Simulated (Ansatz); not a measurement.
## BeAlSiH (built on the sites of a database entry of SrAlSiH): relaxing the cell for a phonon run

Task: relax BeAlSiH (built on the sites of a database entry of SrAlSiH) tightly.

Calculated with Ansatz 0.2.0; DFT PBEsol, scalar-relativistic, plane waves, norm-conserving pseudopotentials.

The structure was built from a prototype and need not be the compound's stable phase.

## (1) Starting point

Symmetry: P3m1, No. 156, trigonal system. Conventional cell: a = 3.274 Å, b = 3.274 Å, c = 3.844 Å, α = 90.00°, β = 90.00°, γ = 120.00°. Nearest to Be lie 3 H at 1.94 Å and 3 Si at 2.55 Å. Nearest to Al lie 1 H at 1.36 Å and 3 Si at 1.92 Å. Nearest to Si lie 3 Al at 1.92 Å and 3 Be at 2.55 Å and 3 H at 2.55 Å. H has 1 Al at 1.36 Å nearest. Farther neighbours are not listed.

## (2) Probe on a coarse mesh

First a cheap look: the gap decides the mesh and the occupations, the pressure tells how far the cell has to move.

The input, input.yaml:

```yaml
crystal:
  lattice:
    - [3.27441, 0.0, 0.0]
    - [-1.63721, 2.83573, 0.0]
    - [0.0, 0.0, 3.84376]
  atoms:
    - { symbol: Be, position: [0.0, 0.0, 0.000185] }
    - { symbol: Al, position: [0.66666667, 0.33333333, 0.460426] }
    - { symbol: Si, position: [0.33333333, 0.66666667, 0.554735] }
    - { symbol: H, position: [0.66666667, 0.33333333, 0.107654] }
kpoints:
  mp_grid: { grid: [6, 6, 6] }
hamiltonian:
  xc: pbesol
  pseudopotentials: { kind: nc }
scf:
  occupations: { method: gaussian, width: 0.1 }
output:
  forces: true
  stress: true
  eigenvalues: true
```

Run with:

```bash
$ ansatz run input.yaml --threads 4 --pin off --max-ram 7168MiB --backend cpu --events-out ev --progress --plain --runs-dir out
```

Numbers of over 12 decimals in the logs are rounded to 6 here.

The log of the run:

```text
Engine: ansatz 0.2.0, aarch64-unknown-linux-gnu
Pseudopotentials: kind: nc
Pseudopotential: Be, nc, valence charge 4, recommended cutoff 1197.300995 eV (normal), Be.nc.azcp (PseudoDojo's, or run here from an input of PseudoDojo's: the run reads no file of this project's for it)
[...]
k-point 1: bands = ["-90.6723", "-3.8179", "2.4671", "8.0863", "10.5429", "10.5429", "12.5927", "12.5927", "14.6729", "17.4265"]
  k-point 2: bands = ["-90.6723", "-3.2255", "0.5725", "10.3494", "10.7838", "10.7838", "13.3208", "13.3208", "15.6627", "16.3034"]
  k-point 33: bands = ["-90.6722", "2.0807", "2.2204", "3.5959", "4.1387", "5.7330", "7.6805", "16.3554", "16.8194", "19.2949"]
[key lines of the parts left out:]
SCF converged after 8 iterations
Free energy (F): -563.018815 eV
Fermi energy:    9.954323 eV
P = ⅓ Tr σ = 95.8635 GPa (958.635 kbar)
```

Elapsed: 2.9 s, on 4 threads of Arm Neoverse N1, shared host; peak memory 0.34 GiB; 9.5 s of CPU time.

This step gave:

* pressure: 95.86 GPa
* volume per atom: 8.923 Å³
* gap on the k-mesh: 0 eV

The coarse mesh shows no gap and a pressure of 95.9 GPa.

## (3) Coarse relaxation

The start is far from rest, so a relaxation with loose tolerances brings it close first.

Changes to input.yaml since step 2:

```diff
@@ -11,3 +11,3 @@
 kpoints:
-  mp_grid: { grid: [6, 6, 6] }
+  mp_grid: { grid: [9, 9, 6] }
 hamiltonian:
@@ -21 +21,6 @@
   eigenvalues: true
+relax:
+  adjacent_minimum: "off"
+  f_tol: 0.05
+  max_steps: 80
+  cell: { stress_tol: 0.5 }
```

The log of the run:

```text
[...]
Crystal: 4 atoms, lattice volume = 35.691 Å³
Basis set: ecut = 1197.300995 eV, 3393 PW (Γ), exchange–correlation on 80×80×90 points (8 copies of the dense FFT grid, shifted against one another)
Bands: 10, of which v1, the nominal top of the filled ones, is band 6 counted from 1 (5 counted from 0)
Symmetry: 6 space group operations
[...]
cell:  # Å, volume = 42.3631 Å³
    - [2.682016, 2.3644876004289628e-6, 0]
    - [-1.341010, 2.322693, 1.8521003605530452e-16]
    - [0, 2.510478011532515e-16, 6.800401]
  atoms:
    - { symbol: Be, position: [-6.596944483068076e-17, 2.5342704506986108e-17, -0.015849] }
    - { symbol: Al, position: [0.666667, 0.333333, 0.361145] }
    - { symbol: Si, position: [0.333333, 0.666667, 0.704506] }
    - { symbol: H, position: [0.666667, 0.333333, 0.073198] }
[key lines of the parts left out:]
SCF converged after 4 iterations
Free energy (F): -570.626447 eV
Fermi energy:    8.687161 eV
P = ⅓ Tr σ = 0.1561 GPa (1.561 kbar)
```

Elapsed: 3.4 min, on 4 threads; peak memory 0.5 GiB.

Relaxation path (22 of 29):

```
step  energy less that of the first step (eV)  largest force component (eV/Å)  pressure (GPa)  volume (Å³)
   1                                   0.0000                          6.4015           95.91        35.69
   2                                  -3.0858                          4.4454           54.72        39.68
   4                                  -6.2533                          1.4326            5.73        47.58
   5                                  -6.5017                          0.3267           -2.42        49.99
   6                                  -6.5262                          0.2066           -2.68        50.01
   8                                  -6.5536                          0.0279           -0.08        49.04
  9*                                  -6.5808                          0.0270            0.80        49.04
  10                                  -6.5865                          0.0749           -0.54        49.77
  12                                  -6.6344                          0.1125           -4.44        50.68
  13                                  -6.7647                          0.5562           -2.07        47.57
  14                                  -6.8673                          0.5295           -3.29        46.43
  16                                  -7.1331                          0.2999            1.57        41.59
  17                                  -7.2036                          0.2353            3.05        40.27
  18                                  -7.2526                          0.2397            1.70        40.14
  20                                  -7.2627                          0.0557            0.14        40.64
  21                                  -7.2634                          0.0064           -0.03        40.74
 22*                                  -7.3938                          0.0090            2.96        40.74
  24                                  -7.4807                          0.0386            0.32        41.76
  25                                  -7.5264                          0.0563            0.80        41.68
  26                                  -7.5408                          0.0901            0.35        42.16
  28                                  -7.5425                          0.0152            0.03        42.36
 29*                                  -7.5451                          0.0151            0.16        42.36
```

Relaxation steps marked * repeat the geometry before them on a plane-wave basis chosen anew for their cell, so energy and pressure can jump there. Other such steps can lie between the rows shown. Relaxation steps 19, 27 were tried and not accepted.

The run keeps the 6 symmetry operations that it works with, so distortions that break them were not tested.

```
     cell as run  before  after   change
           a (Å)   3.274  2.682  -18.1 %
           b (Å)   3.274  2.682  -18.1 %
           c (Å)   3.844  6.800  +76.9 %
volume (Å³/atom)    8.92  10.59  +18.7 %
```

The atoms that moved most (Å, as changes of fractional coordinates times the final cell):

```
atom     dx     dy      dz  length
 Si3  0.000  0.000   1.019   1.019
 Al2  0.000  0.000  -0.675   0.675
  H4  0.000  0.000  -0.234   0.234
 Be1  0.000  0.000  -0.109   0.109
```

Final coordinates:

```xyz
4
Lattice="2.6820 0.0000 0.0000 -1.3410 2.3227 0.0000 0.0000 0.0000 6.8004" Properties=species:S:1:pos:R:3 pbc="T T T"
Be    0.0000    0.0000   -0.1078
Al    1.3410    0.7742    2.4559
Si    0.0000    1.5485    4.7909
H     1.3410    0.7742    0.4978
```

Numbers from this step:

```yaml
pressure: 0.1561 GPa
volume_per_atom: 10.59 Å³
```

In this step the volume went from 8.92 to 10.59 Å³/atom.

## (4) Relaxation

The cell and atoms are relaxed, since residual forces and stress would shift the frequencies.

The input, input.yaml:

```yaml
crystal:
  lattice:
    - [2.6820157007, 2.3645e-06, 0.0]
    - [-1.3410098981, 2.3226925479, 0.0]
    - [0.0, 0.0, 6.800400896]
  atoms:
    - { symbol: Be, position: [0.0, 0.0, -0.0158486328] }
    - { symbol: Al, position: [0.6666666667, 0.3333333333, 0.3611445395] }
    - { symbol: Si, position: [0.3333333333, 0.6666666667, 0.7045057522] }
    - { symbol: H, position: [0.6666666667, 0.3333333333, 0.0731983411] }
kpoints:
  mp_grid: { grid: [15, 15, 6] }
hamiltonian:
  xc: pbesol
  pseudopotentials: { kind: nc }
scf:
  occupations: { method: gaussian, width: 0.1 }
output:
  forces: true
  stress: true
  eigenvalues: true
  write_density: true
  write_potential: true
  elf: true
  volumetric_format: npy
relax:
  adjacent_minimum: "off"
  f_tol: 0.005
  max_steps: 80
  cell: { stress_tol: 0.05 }
```

The log of the run:

```text
[...]
Crystal: 4 atoms, lattice volume = 42.363 Å³
Basis set: ecut = 1197.300995 eV, 4005 PW (Γ), exchange–correlation on 64×64×160 points (8 copies of the dense FFT grid, shifted against one another)
Bands: 10, of which v1, the nominal top of the filled ones, is band 6 counted from 1 (5 counted from 0)
Symmetry: 6 space group operations
[...]
k-points: 146 of 1350 (time reversal used)
[...]
SCF iter   1: F=—  HF=-570.807120 eV  |F-HF|=—  |Δ(HF+E_count)|=         —  Δρ=4.24e-2  dr2=6.55e-1  ethr=3.10e-3  ⟨swp⟩=5.8  Hψ=11375  notcnv=0
[...]
SCF iter   9: F=-570.610192 eV  HF=-570.610192 eV  |F-HF|=4.82e-11  |Δ(HF+E_count)|=  3.01e-10  Δρ=1.59e-6  dr2=4.69e-10  ethr=2.27e-10  ⟨swp⟩=6.0  Hψ=7990  notcnv=0
SCF 1 converged in 9 iterations: F = -570.610192 eV  dr2 = 4.69e-10
relax step   1: F+E_penalty+E_count = -570.61019206 eV  Δ(F+E_penalty+E_count) = +0.000e0 eV  max|allowed force component| = 8.804e-2 eV/Å  Δτ_max = 0.0000 Å  P = +0.302 GPa  Ω = 42.363 Å³  (9 SCF iters, dr2 threshold 1.00e-7 eV, accepted)
Crystal: 4 atoms, lattice volume = 42.498 Å³
Basis set: ecut = 1197.300995 eV, 4041 PW (Γ), exchange–correlation on 64×64×160 points (8 copies of the dense FFT grid, shifted against one another)
[...]
SCF iter   7: F=-570.611617 eV  HF=-570.611617 eV  |F-HF|=2.83e-8  |Δ(HF+E_count)|=   1.06e-7  Δρ=1.19e-5  dr2=3.97e-8  ethr=3.33e-9  ⟨swp⟩=9.0  Hψ=8792  notcnv=0
SCF 2 converged in 7 iterations: F = -570.611617 eV  dr2 = 3.97e-8
relax step   2: F+E_penalty+E_count = -570.61161653 eV  Δ(F+E_penalty+E_count) = -1.424e-3 eV  max|allowed force component| = 4.250e-2 eV/Å  Δτ_max = 0.0102 Å  P = +0.093 GPa  Ω = 42.498 Å³  energy of the carried Pulay correction = -7.950e-6 eV  (7 SCF iters, dr2 threshold 4.00e-7 eV, accepted)
Crystal: 4 atoms, lattice volume = 42.621 Å³
[...]
SCF iter   6: F=-570.612036 eV  HF=-570.612036 eV  |F-HF|=1.15e-8  |Δ(HF+E_count)|=   1.04e-6  Δρ=1.34e-5  dr2=2.99e-8  ethr=9.41e-10  ⟨swp⟩=7.9  Hψ=9279  notcnv=0
SCF 3 converged in 6 iterations: F = -570.612036 eV  dr2 = 2.99e-8
relax step   3: F+E_penalty+E_count = -570.61203568 eV  Δ(F+E_penalty+E_count) = -4.191e-4 eV  max|allowed force component| = 1.417e-2 eV/Å  Δτ_max = 0.0100 Å  P = -0.050 GPa  Ω = 42.621 Å³  energy of the carried Pulay correction = -1.513e-5 eV  (6 SCF iters, dr2 threshold 1.13e-7 eV, accepted)
[...]
relax step   4: F+E_penalty+E_count = -570.61209465 eV  Δ(F+E_penalty+E_count) = -5.897e-5 eV  max|allowed force component| = 1.736e-2 eV/Å  Δτ_max = 0.0059 Å  P = -0.004 GPa  Ω = 42.642 Å³  energy of the carried Pulay correction = -1.634e-5 eV  (6 SCF iters, dr2 threshold 2.81e-8 eV, accepted)
[...]
relax step   5: F+E_penalty+E_count = -570.61211885 eV  Δ(F+E_penalty+E_count) = -2.420e-5 eV  max|allowed force component| = 6.436e-4 eV/Å  Δτ_max = 0.0020 Å  P = -0.003 GPa  Ω = 42.638 Å³  energy of the carried Pulay correction = -1.615e-5 eV  (6 SCF iters, dr2 threshold 1.88e-8 eV, accepted)
[...]
SCF iter   1: F=—  HF=-570.612121 eV  |F-HF|=—  |Δ(HF+E_count)|=         —  Δρ=6.88e-6  dr2=1.59e-8  ethr=2.21e-7  ⟨swp⟩=3.1  Hψ=15741  notcnv=0
eigensolver tolerance schedule: the retry pair's looser diagonalisation over-reported the residual by 1665.66 of it (diagonalisation noise at 0.13 of the residual, at the tolerance the schedule requests for it); recorded, not acted on — ethr = c·dr2/N_el stays at c = 1.0e-1
SCF iter   2: F=—  HF=-570.612136 eV  |F-HF|=—  |Δ(HF+E_count)|=   1.48e-5  Δρ=4.74e-6  dr2=5.42e-8  ethr=1.33e-10  ⟨swp⟩=2.4  Hψ=2454  notcnv=0
[...]
SCF iter   7: F=-570.612136 eV  HF=-570.612136 eV  |F-HF|=1.71e-12  |Δ(HF+E_count)|=  6.71e-12  Δρ=4.45e-8  dr2=1.71e-12  ethr=1.00e-12  ⟨swp⟩=5.6  Hψ=5216  notcnv=0
SCF 6 converged in 7 iterations: F = -570.612136 eV  dr2 = 1.71e-12
relax step   6: F+E_penalty+E_count = -570.61213585 eV  Δ(F+E_penalty+E_count) = -1.701e-5 eV  max|allowed force component| = 6.966e-4 eV/Å  Δτ_max = 0.0000 Å  P = -0.001 GPa  Ω = 42.638 Å³  stress off target by 1.91e-3 GPa  SCF on the basis re-selected at this cell (its energy is not comparable with the rows above)  (7 SCF iters)
[...]
SCF converged after 7 iterations
Free energy (F): -570.612136 eV
[...]
Internal energy: -570.607278 eV  (E = F + TS)
E sigma→0 (E₀):  -570.609707 eV
Entropy (-TS):   -0.004857 eV (-1.214 meV/atom)
Fermi energy:    8.569928 eV
[...]
--- Forces (eV/Å), atoms counted from 1 ---
  atom   1  Be     0.00000000    -0.00000000    -0.00004977
  atom   2  Al    -0.00000000    -0.00000000     0.00069666
  atom   3  Si    -0.00000000     0.00000000     0.00000262
  atom   4  H      0.00000000     0.00000000    -0.00064918
  max |Σ_I F_I| component: 3.33e-7 eV/Å
--- Stress (GPa, compression-positive) ---
       -0.001005       0.000000      -0.000000
        0.000000      -0.001005      -0.000000
       -0.000000      -0.000000      -0.001907
  P = ⅓ Tr σ = -0.0013 GPa (-0.013 kbar)
--- Band table (eV; the first three rows and the last of 146) ---
[...]
--- Relaxed structure (5 steps of the walk, 5 accepted, 1 SCFs on fresh bases) ---
[...]
cell:  # Å, volume = 42.6383 Å³
    - [2.687300, 2.369178149638613e-6, 0]
    - [-1.343652, 2.327269, 0]
    - [0, 0, 6.817688]
  atoms:
[...]
- { symbol: Al, position: [0.666667, 0.333333, 0.364313] }
    - { symbol: Si, position: [0.333333, 0.666667, 0.704773] }
    - { symbol: H, position: [0.666667, 0.333333, 0.073335] }
```

Run time: 94 s. Hardware: 4 threads; peak memory 0.6 GiB; 6 min of CPU time.

Relaxation path:

```
step  energy less that of the first step (eV)  largest force component (eV/Å)  pressure (GPa)  volume (Å³)
   1                                   0.0000                          0.0880            0.30        42.36
   2                                  -0.0014                          0.0425            0.09        42.50
   3                                  -0.0018                          0.0142           -0.05        42.62
   4                                  -0.0019                          0.0174            0.00        42.64
   5                                  -0.0019                          0.0006            0.00        42.64
  6*                                  -0.0019                          0.0007            0.00        42.64
```

Relaxation steps marked * repeat the geometry before them on a plane-wave basis chosen anew for their cell, so energy and pressure can jump there.

Forces are held to the 6 operations that the run works with; a distortion that breaks them can't arise in this run.

```
conventional cell, symmetrised  before  after  change
                         a (Å)   2.682  2.687  +0.2 %
                         b (Å)   2.682  2.687  +0.2 %
                         c (Å)   6.800  6.818  +0.3 %
              volume (Å³/atom)   10.59  10.66  +0.6 %
```

The atoms that moved most (Å, as changes of fractional coordinates times the final cell):

```
atom     dx     dy      dz  length
 Be1  0.000  0.000  -0.024   0.024
 Al2  0.000  0.000   0.022   0.022
```

Final coordinates:

```xyz
4
Lattice="2.6873 0.0000 0.0000 -1.3437 2.3273 0.0000 0.0000 0.0000 6.8177" Properties=species:S:1:pos:R:3 pbc="T T T"
Be    0.0000    0.0000   -0.1324
Al    1.3436    0.7758    2.4838
Si    0.0000    1.5515    4.8049
H     1.3436    0.7758    0.5000
```

This step gave:

- pressure: -0.001306 GPa
- volume per atom: 10.66 Å³

ELF in the ac plane at fractional y = 0.333, with atoms of Al and H within 0.2 Å of it. It is the smooth field of the valence electrons, not physical close to the nuclei.

Ten even steps from '0' (0.00) to '9' (1.00), each cell a mean:
```
32222344555543
33444332222223
55665432111123
56776542211234
66776643222345
66666654333345
66666655444456
66666665444556
66666655444456
55665555444455
44554444444444
44444444444444
44444443322334
55555531000024
66676530000014
67777641000015
66776642000125
45555443322334
33333333454433
22222345677653
32222468999975
53223589999997
53223689999997
32113468999875
```
Columns run along a (2.7 Å), rows up along c (6.8 Å). Atoms in or near the plane, at fractional coordinates: Al at (0.67, 0.36), H at (0.67, 0.07).

[end of part 1 of 2]

[Logs are printed without paths, hosts, clocks, repeated set-up lines and the standing remarks that a program may print on its own settings, such as how far it seeks lower states.]

[Hosts, paths, dates, database ids (printed as entryN), source tags and the programs' standing remarks are cut or masked in the printed files.]
